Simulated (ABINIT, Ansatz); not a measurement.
# MgTlBr3 (Pm-3m): Raman and infrared activity, part 2 of 4

Wanted: vibrational spectra of MgTlBr3 (Pm-3m) from linear and non-linear response.

ABINIT 10.8.3; DFT LDA, scalar-relativistic, plane waves, HGH norm-conserving pseudopotentials.

So far. Step 2 (Relaxing the cell and atoms): The volume changes by -0.8 % from the cell with which this run began. Step 3 (Self-consistent run for the response): The cell stands at -0.25 GPa: the relaxation ran with a smoothed and higher cutoff and on another k mesh. The relaxed cell has a = 5.131 Å (conventional setting).

The structure was built from a prototype and need not be the compound's stable phase.

### Step 5. Zone-centre response

The derivative of the wavefunctions by k comes first, since the response to a field is built on it; then the field and the displacements that symmetry doesn't supply are solved at q = 0. By the 2n+1 theorem the first-order wavefunctions also give third derivatives: Raman tensors and the non-linear susceptibility.

It reads the wavefunctions written in step 3.

Input file dfpt_gamma.abi:

```
ndtset 3

# common to the responses
getwfk_filepath "gso_WFK"
kptopt 2
nqpt 1
qpt 0.0 0.0 0.0
asr 0
chneut 0

# d/dk
rfelfd1 2
rfdir1 1 1 1
iscf1 -3
tolwfr1 1.0d-20

# displacements, field
rfphon2 1
rfatpol2 1 5
rfdir2 1 1 1
rfelfd2 3
getddk2 1
tolvrs2 1.0d-10
prepanl2 1
prtden2 1

# third order
optdriver3 5
getden_filepath3 "gso_DEN"
get1den3 2
get1wf3 2
getddk3 1
d3e_pert1_elfd3 1
d3e_pert1_phon3 1
d3e_pert1_atpol3 1 5
d3e_pert1_dir3 1 1 1
d3e_pert2_elfd3 1
d3e_pert2_dir3 1 1 1
d3e_pert3_elfd3 1
d3e_pert3_dir3 1 1 1
usepead3 1
tolvrs3 1.0d-10

# basis, mesh and filling
ecut 30.0
ixc 7
ngkpt 4 4 4
nshiftk 1
shiftk 0.5 0.5 0.5
istwfk *1
occopt 1
nband 13
nstep 100
diemac 9.0
prtebands 0
prtgsr 0

# cell and atoms
acell 9.696469433 9.696469433 9.696469433
rprim 
    1.0 0.0 0.0
    0.0 1.0 0.0
    0.0 0.0 1.0
ntypat 3
znucl 81 12 35
natom 5
typat 1 2 3 3 3
xred 
    0.0 0.0 0.0
    0.5 0.5 0.5
    0.5 0.5 0.0
    0.5 0.0 0.5
    0.0 0.5 0.5
pp_dirpath "./pseudo"
pseudos "Tl.hgh, Mg.hgh, Br.hgh"
```

Run with:

```bash
$ OMP_NUM_THREADS=1 mpirun -n 4 abinit dfpt_gamma.abi > dfpt_gamma.log
```

Numbers of over 12 decimals in the logs are rounded to 6 here.

dfpt_gamma.abo, the main output file:

```text
[banners, grids, parts of the stress and lines that vanish by symmetry left out]
- input  file    -> dfpt_gamma.abi
- output file    -> dfpt_gamma.abo
- root for input  files -> dfpt_gammai
[...]
DATASET    1 : space group Pm -3 m (#221); Bravais cP (primitive cubic)
[...]
nfft =      110592          nkpt =          32
[...]
DATASET    2 : space group Pm -3 m (#221); Bravais cP (primitive cubic)
[...]
nfft =      110592          nkpt =          32
[...]
DATASET    3 : space group Pm -3 m (#221); Bravais cP (primitive cubic)
[...]
mpw =        7163          nfft =      110592          nkpt =          32
[...]
== DATASET  1 ==================================================================
[...]
cutoff_energies: {ecut:  30.0, pawecutdg:  -1.0, }
[...]
Exchange-correlation functional for the present dataset will be:
  LDA: Perdew-Wang 92 LSD fit to Ceperley-Alder data - ixc=7
[...]
- 35.00000   7.00000     10605                znucl, zion, pspdat
[...]
Perturbation : derivative vs k along direction   1
[...]
-ETOT  1  -11.476339454041     -1.148E+01 1.349E-02 0.000E+00
 ETOT  2  -11.483702512013     -7.363E-03 4.461E-05 0.000E+00
 ETOT  3  -11.483711577724     -9.066E-06 8.151E-08 0.000E+00
 ETOT  4  -11.483711599688     -2.196E-08 4.569E-10 0.000E+00
 ETOT  5  -11.483711599756     -6.835E-11 1.067E-12 0.000E+00
[...]
At SCF step    9   max residual=  9.61E-21 < tolwfr=  1.00E-20 =>converged.
[...]
Perturbation : derivative vs k along direction   2
[...]
-ETOT  1  -11.476226018479     -1.148E+01 1.349E-02 0.000E+00
[...]
At SCF step    9   max residual=  1.00E-20 < tolwfr=  1.00E-20 =>converged.
[...]
Perturbation : derivative vs k along direction   3
[...]
-ETOT  1  -11.476339584296     -1.148E+01 1.349E-02 0.000E+00
[...]
At SCF step    9   max residual=  9.61E-21 < tolwfr=  1.00E-20 =>converged.
[...]
1        1       1.5274562480    0.0000000000
     1        2       0.0000000000    0.0000000000
     1        3       0.0000000000    0.0000000000
     2        1       0.0000000000    0.0000000000
     2        2       1.5274562480    0.0000000000
     2        3       0.0000000000    0.0000000000
     3        1       0.0000000000    0.0000000000
     3        2       0.0000000000    0.0000000000
     3        3       1.5274562480   -0.0000000000
[...]
== DATASET  2 ==================================================================
[...]
cutoff_energies: {ecut:  30.0, pawecutdg:  -1.0, }
[...]
Exchange-correlation functional for the present dataset will be:
  LDA: Perdew-Wang 92 LSD fit to Ceperley-Alder data - ixc=7
[...]
Perturbation : displacement of atom   1   along direction   1
[...]
-ETOT  1   12.966660929181     -3.429E+01 1.360E-01 6.511E+04
[...]
At SCF step   10       vres2   =  5.49E-12 < tolvrs=  1.00E-10 =>converged.
[...]
Perturbation : displacement of atom   2   along direction   1
[...]
-ETOT  1   15.876305205032     -4.790E+00 1.671E-02 5.262E+04
[...]
At SCF step   10       vres2   =  3.62E-12 < tolvrs=  1.00E-10 =>converged.
[...]
Perturbation : displacement of atom   3   along direction   1
[...]
-ETOT  1   426.79295096888     -4.139E+02 1.002E+00 1.629E+06
[...]
At SCF step   11       vres2   =  1.09E-12 < tolvrs=  1.00E-10 =>converged.
[...]
Perturbation : displacement of atom   3   along direction   3
[...]
-ETOT  1   554.76533214593     -2.998E+02 1.732E+00 2.031E+06
[...]
At SCF step   11       vres2   =  8.54E-12 < tolvrs=  1.00E-10 =>converged.
[...]
Perturbation : homogeneous electric field along direction   1
[...]
-ETOT  1  -101.39856437495     -1.014E+02 2.361E-01 1.673E+04
[...]
At SCF step   10       vres2   =  1.65E-11 < tolvrs=  1.00E-10 =>converged.
[...]
Perturbation : homogeneous electric field along direction   2
[...]
-ETOT  1  -101.39000867985     -1.014E+02 2.315E-01 1.673E+04
[...]
At SCF step   10       vres2   =  5.84E-12 < tolvrs=  1.00E-10 =>converged.
[...]
Perturbation : homogeneous electric field along direction   3
[...]
-ETOT  1  -101.39856839788     -1.014E+02 2.361E-01 1.673E+04
[...]
ETOT  9  -110.10984026794     -4.775E-12 2.142E-15 3.092E-10
 ETOT 10  -110.10984026794     -5.116E-13 2.797E-17 1.646E-11
 At SCF step   10       vres2   =  1.65E-11 < tolvrs=  1.00E-10 =>converged.
[...]
Dielectric tensor, in cartesian coordinates,
[...]
1    7   1    7         4.6146198328        -0.0000000000
   1    7   2    7        -0.0000000000        -0.0000000000
   1    7   3    7        -0.0000000000        -0.0000000000
   2    7   1    7        -0.0000000000        -0.0000000000
   2    7   2    7         4.6146198328        -0.0000000000
   2    7   3    7        -0.0000000000        -0.0000000000
   3    7   1    7        -0.0000000000        -0.0000000000
   3    7   2    7        -0.0000000000        -0.0000000000
   3    7   3    7         4.6146198328        -0.0000000000
  Effective charges, in cartesian coordinates,
[...]
1    1   1    7         2.0809816267         0.0000000000
   2    1   1    7         0.0000000000         0.0000000000
   3    1   1    7         0.0000000000         0.0000000000
   1    2   1    7         2.3668577551         0.0000000000
   2    2   1    7         0.0000000000         0.0000000000
[...]
Effective charges, in cartesian coordinates,
[...]
2    7   1    5         0.0000000000         0.0000000000
   3    7   1    5         0.0000000000         0.0000000000
   1    7   2    5         0.0000000000         0.0000000000
   2    7   2    5        -1.2258037967         0.0000000000
   3    7   2    5         0.0000000000         0.0000000000
   1    7   3    5         0.0000000000         0.0000000000
   2    7   3    5         0.0000000000         0.0000000000
   3    7   3    5        -1.2258037967         0.0000000000
  Phonon wavevector (reduced coordinates) :  0.00000  0.00000  0.00000
 Phonon energies in Hartree :
[...]
Phonon frequencies in cm-1    :
- -3.360054E+01 -3.360054E+01 -3.360054E+01  6.425450E-01  6.425452E-01
-  6.425457E-01  4.154011E+01  4.154011E+01  4.154011E+01  7.723336E+01
-  7.723336E+01  7.723336E+01  2.432296E+02  2.432296E+02  2.432296E+02
  Phonon at Gamma, with non-analyticity in the
[...]
Phonon energies in Hartree :
[...]
Phonon frequencies in cm-1    :
- -3.360054E+01 -3.360054E+01  6.363302E-01  6.425450E-01  6.425452E-01
-  3.163934E+01  4.154011E+01  4.154011E+01  4.154011E+01  7.723336E+01
-  7.723336E+01  9.774216E+01  2.432296E+02  2.432296E+02  2.832722E+02
  Phonon at Gamma, with non-analyticity in the
[...]
Phonon energies in Hartree :
[...]
Phonon frequencies in cm-1    :
- -3.360054E+01 -3.360054E+01  6.363297E-01  6.425450E-01  6.425457E-01
-  3.163934E+01  4.154011E+01  4.154011E+01  4.154011E+01  7.723336E+01
-  7.723336E+01  9.774216E+01  2.432296E+02  2.432296E+02  2.832722E+02
  Phonon at Gamma, with non-analyticity in the
[...]
Phonon energies in Hartree :
[...]
Phonon frequencies in cm-1    :
- -3.360054E+01 -3.360054E+01  6.363295E-01  6.425452E-01  6.425457E-01
-  3.163934E+01  4.154011E+01  4.154011E+01  4.154011E+01  7.723336E+01
-  7.723336E+01  9.774216E+01  2.432296E+02  2.432296E+02  2.832722E+02
[...]
== DATASET  3 ==================================================================
[...]
cutoff_energies: {ecut:  30.0, pawecutdg:  -1.0, }
[...]
Exchange-correlation functional for the present dataset will be:
  LDA: Perdew-Wang 92 LSD fit to Ceperley-Alder data - ixc=7
[...]
1          1       -0.000000000       -0.000000000       -0.000000000
[...]
1          2       -0.000000000       -0.000000000       -0.000000000
[...]
1          3       -0.000000000       -0.000000000       -0.000000000
[...]
2          1       -0.000000000       -0.000000000       -0.000000000
[...]
2          2       -0.000000000       -0.000000000       -0.000000000
[...]
2          3       -0.000000000       -0.000000000       -0.000000000
[...]
3          1       -0.000000000       -0.000000000       -0.000000000
[...]
3          2       -0.000000000       -0.000000000       -0.000000000
[...]
3          3       -0.000000000       -0.000000000       -0.000000000
[...]
4          1       -0.000000000       -0.000000000       -0.000000000
[...]
4          2       -0.000000000       -0.000000000       -0.000000000
[...]
4          3       -0.000000000       -0.000000000       -0.000000000
[...]
5          1       -0.000000000       -0.000000000       -0.000000000
[...]
5          2       -0.000000000       -0.000000000       -0.000000000
[...]
5          3       -0.000000000       -0.000000000       -0.000000000
[...]
strten2     0.0000000000E+00  0.0000000000E+00  0.0000000000E+00
           strten3     0.0000000000E+00  0.0000000000E+00  0.0000000000E+00
================================================================================
```

Elapsed: 2.6 min, on 4 MPI ranks of Intel Xeon 6975P-C (Granite Rapids), shared host; 10 min of CPU time.

Numbers from this step:

| Quantity | Value |
| --- | --- |
| miss of the charge sum rule | 0.007938 e |
| largest acoustic frequency at the zone centre before the sum rule | 0.64 cm⁻¹ |
| highest optical zone-centre mode (no LO-TO term) | 243.2 cm⁻¹ |
| lowest optical zone-centre mode | -33.6 cm⁻¹ |
| mean high-frequency dielectric constant | 4.615 |
| largest Born charge in size (third of the trace) | 2.367 e |

Born charge (rows field, columns displacement), before the sum rule (e), principal values of the symmetric part by kind of site:

```
atom  atoms with these values    low  middle   high   mean
 Tl1                        1   2.08    2.08   2.08   2.08
 Mg2                        1   2.37    2.37   2.37   2.37
 Br3                        3  -2.00   -1.23  -1.23  -1.49
```

In full for Mg2:

```
2.37 0.00 0.00
0.00 2.37 0.00
0.00 0.00 2.37
```

High-frequency dielectric tensor:

```
4.61 0.00 0.00
0.00 4.61 0.00
0.00 0.00 4.61
```

The acoustic modes at Γ come out as far as 0.6 cm⁻¹ from zero, where they should vanish, a small numerical error; the Born charges miss their sum rule by 0.0079 e, which is good. The lowest optical mode is imaginary, 34i cm⁻¹, an instability at this level and on this k mesh.

### Step 6. Zone-centre analysis

anaddb reads the merged derivatives, imposes the acoustic sum rule and charge neutrality, and adds the LO-TO term along chosen directions.

Input file anaddb.abi:

```
ddb_filepath "gamma_DDB"
output_file "anaddb.abo"
outdata_prefix "anaddb"
asr 1
chneut 1
enunit 2
eivec 1
nph1l 1
qph1l 0.0 0.0 0.0 1.0
dieflag 2
nph2l 3
qph2l 
    1.0 0.0 0.0 0.0
    0.0 0.0 1.0 0.0
    1.0 1.0 1.0 0.0
nlflag 1
ramansr 1
alphon 1
prtmbm 1
```

Input file mrgddb.in:

```
gamma_DDB
merged
3
dfpt_gammao_DS2_DDB
dfpt_gammao_DS3_DDB
gso_DDB
```

Run with:

```bash
$ mrgddb < mrgddb.in > mrgddb.log
$ OMP_NUM_THREADS=1 anaddb anaddb.abi > anaddb.log
```

anaddb.abo, the main output file:

```text
[banners, grids, parts of the stress and lines that vanish by symmetry left out]
-outvars_anaddb: echo values of input variables ----------------------

 Flags :
[...]
Dielectric Tensor and Effective Charges
[...]
Effective charge tensors after
[...]
1          1       -0.000000000       -0.000000000       -0.000000000
[...]
1          2       -0.000000000       -0.000000000       -0.000000000
[...]
1          3       -0.000000000       -0.000000000       -0.000000000
[...]
2          1       -0.000000000       -0.000000000       -0.000000000
[...]
2          2       -0.000000000       -0.000000000       -0.000000000
[...]
2          3       -0.000000000       -0.000000000       -0.000000000
[...]
3          1       -0.000000000       -0.000000000       -0.000000000
[...]
3          2       -0.000000000       -0.000000000       -0.000000000
[...]
3          3       -0.000000000       -0.000000000       -0.000000000
[...]
4          1       -0.000000000       -0.000000000       -0.000000000
[...]
4          2       -0.000000000       -0.000000000       -0.000000000
[...]
4          3       -0.000000000       -0.000000000       -0.000000000
[...]
5          1       -0.000000000       -0.000000000       -0.000000000
[...]
5          2       -0.000000000       -0.000000000       -0.000000000
[...]
5          3       -0.000000000       -0.000000000       -0.000000000
[...]
Phonon wavevector (reduced coordinates) :  0.00000  0.00000  0.00000
 Phonon energies in Hartree :
[...]
Phonon energies in meV     :
- -4.166576E+00 -4.166576E+00 -4.166576E+00  0.000000E+00  0.000000E+00
-  0.000000E+00  5.149186E+00  5.149186E+00  5.149186E+00  9.575258E+00
-  9.575258E+00  9.575258E+00  3.015654E+01  3.015654E+01  3.015654E+01
 Phonon frequencies in cm-1    :
- -3.360570E+01 -3.360570E+01 -3.360570E+01  0.000000E+00  0.000000E+00
-  0.000000E+00  4.153099E+01  4.153099E+01  4.153099E+01  7.722967E+01
-  7.722967E+01  7.722967E+01  2.432289E+02  2.432289E+02  2.432289E+02
 Phonon frequencies in Thz     :
- -1.007474E+00 -1.007474E+00 -1.007474E+00  0.000000E+00  0.000000E+00
-  0.000000E+00  1.245068E+00  1.245068E+00  1.245068E+00  2.315287E+00
-  2.315287E+00  2.315287E+00  7.291818E+00  7.291818E+00  7.291818E+00
 Phonon energies in Kelvin  :
- -4.835110E+01 -4.835110E+01 -4.835110E+01  0.000000E+00  0.000000E+00
-  0.000000E+00  5.975383E+01  5.975383E+01  5.975383E+01  1.111163E+02
-  1.111163E+02  1.111163E+02  3.499521E+02  3.499521E+02  3.499521E+02
[...]
-  1  0.00000000E+00  0.00000000E+00 -1.21298910E-03
-     0.00000000E+00  0.00000000E+00  0.00000000E+00
-  2  0.00000000E+00  0.00000000E+00  5.04529369E-04
-     0.00000000E+00  0.00000000E+00  0.00000000E+00
-  3  0.00000000E+00  0.00000000E+00  6.94007640E-04
-     0.00000000E+00  0.00000000E+00  0.00000000E+00
-  4  0.00000000E+00  0.00000000E+00  1.12759106E-03
-     0.00000000E+00  0.00000000E+00  0.00000000E+00
-  5  0.00000000E+00  0.00000000E+00  1.12759106E-03
-     0.00000000E+00  0.00000000E+00  0.00000000E+00
[...]
-  1  0.00000000E+00  1.21298910E-03  0.00000000E+00
-     0.00000000E+00  0.00000000E+00  0.00000000E+00
-  2  0.00000000E+00 -5.04529369E-04  0.00000000E+00
-     0.00000000E+00  0.00000000E+00  0.00000000E+00
-  3  0.00000000E+00 -1.12759106E-03  0.00000000E+00
-     0.00000000E+00  0.00000000E+00  0.00000000E+00
-  4  0.00000000E+00 -6.94007640E-04  0.00000000E+00
-     0.00000000E+00  0.00000000E+00  0.00000000E+00
-  5  0.00000000E+00 -1.12759106E-03  0.00000000E+00
-     0.00000000E+00  0.00000000E+00  0.00000000E+00
[...]
-  1  1.21298910E-03  0.00000000E+00  0.00000000E+00
-     0.00000000E+00  0.00000000E+00  0.00000000E+00
-  2 -5.04529369E-04  0.00000000E+00  0.00000000E+00
-     0.00000000E+00  0.00000000E+00  0.00000000E+00
-  3 -1.12759106E-03  0.00000000E+00  0.00000000E+00
-     0.00000000E+00  0.00000000E+00  0.00000000E+00
-  4 -1.12759106E-03  0.00000000E+00  0.00000000E+00
-     0.00000000E+00  0.00000000E+00  0.00000000E+00
[...]
-  4 -2.23432476E-04  0.00000000E+00  0.00000000E+00
[...]
-  5  1.57622790E-03  0.00000000E+00  0.00000000E+00
[...]
-         0.000000000       0.000000000       0.000000000
-         0.000000000       0.000000000       0.000000000
-         0.000000000       0.000000000       0.000000000
[...]
-         0.000000000       0.000000000       0.000000000
-         0.000000000       0.000000000       0.000000000
-         0.000000000       0.000000000       0.000000000
[...]
Phonon at Gamma, with non-analyticity in the
[...]
Phonon energies in Hartree :
[...]
Phonon energies in meV     :
- -4.166576E+00 -4.166576E+00  0.000000E+00  0.000000E+00  0.000000E+00
-  3.915333E+00  5.149186E+00  5.149186E+00  5.149186E+00  9.575258E+00
-  9.575258E+00  1.211916E+01  3.015654E+01  3.015654E+01  3.512444E+01
 Phonon frequencies in cm-1    :
- -3.360570E+01 -3.360570E+01  0.000000E+00  0.000000E+00  0.000000E+00
[...]
Phonon frequencies in Thz     :
[...]
Phonon energies in Kelvin  :
[...]
-  1  0.00000000E+00  0.00000000E+00 -1.21298910E-03
[...]
-  2  0.00000000E+00  0.00000000E+00  5.04529369E-04
[...]
-  3  0.00000000E+00  0.00000000E+00  6.94007640E-04
[...]
-  4  0.00000000E+00  0.00000000E+00  1.12759106E-03
[...]
Phonon at Gamma, with non-analyticity in the
[...]
Phonon energies in Hartree :
[...]
Phonon energies in meV     :
[...]
Phonon frequencies in cm-1    :
[...]
Phonon frequencies in Thz     :
[...]
Phonon energies in Kelvin  :
[...]
Phonon at Gamma, with non-analyticity in the
[...]
Phonon energies in Hartree :
[...]
Phonon energies in meV     :
[...]
Phonon frequencies in cm-1    :
[...]
Phonon frequencies in Thz     :
[...]
Phonon energies in Kelvin  :
[...]
-  4.543555E+01  5.975383E+01  5.975383E+01  5.975383E+01  1.111163E+02
-  1.111163E+02  1.406370E+02  3.499521E+02  3.499521E+02  4.076022E+02
[...]
-  4 -1.80681053E-04 -7.91359920E-04  6.85046939E-05
[...]
-  5  1.27463349E-03  1.12176359E-04  6.85046939E-05
[...]
-         0.000000000       0.000000000       0.000000000
-         0.000000000       0.000000000       0.000000000
[...]
Spherical averages : G0=     0.000000000    G1=     0.000000000    G2=     0.000000000

-
```

Elapsed: 1.8 s, on 1 thread.

Read from the output:

```
lowest optical zone-centre mode      : -33.61 cm⁻¹
highest mode moved by the LO-TO term : 283.3 cm⁻¹
```

No LO-TO term; unit eigenvectors of the mass-weighted matrix, from anaddb's displacements. The modes at Γ (shares of kinetic energy by element, %) (negative means imaginary):

```
mode  frequency (cm⁻¹)  symmetry  Tl %  Mg %  Br %
   1             -33.6       T1u    55     1    44
   2             -33.6       T1u    55     1    44
   3             -33.6       T1u    55     1    44
   4               0.0  acoustic    44     5    51
   5               0.0  acoustic    44     5    51
   6               0.0  acoustic    44     5    51
   7              41.5       T2u     0     0   100
   8              41.5       T2u     0     0   100
   9              41.5       T2u     0     0   100
  10              77.2       T1u     2    31    67
  11              77.2       T1u     2    31    67
  12              77.2       T1u     2    31    67
  13             243.2       T1u     0    62    38
  14             243.2       T1u     0    62    38
  15             243.2       T1u     0    62    38
```

Displacements in mode 3 (-33.6 cm⁻¹), the largest set to 1:
```
Tl1  1.00  0.00  0.00
Mg2 -0.42  0.00  0.00
Br3 -0.93  0.00  0.00
Br4 -0.93  0.00  0.00
Br5 -0.57  0.00  0.00
```

Displacements in mode 15 (243.2 cm⁻¹), the largest set to 1:
```
Tl1  0.00  0.00  0.00
Mg2 -1.00  0.00  0.00
Br3 -0.06  0.00  0.00
Br4 -0.06  0.00  0.00
Br5  0.42  0.00  0.00
```

With imaginary modes the relaxed-ion tensors have no meaning and are not tabulated.

The rule moves no optical mode by more than 0.1 cm⁻¹.

(Part 2 of 4 ends here.)

[Host names and launcher messages were left out of these logs when they were recorded.]

[Logs are printed without paths, hosts, clocks, repeated set-up lines and the standing remarks that a program may print on its own settings, such as how far it seeks lower states.]

[Hosts, paths, dates, database ids (printed as entryN), source tags and the programs' standing remarks are cut or masked in the printed files.]
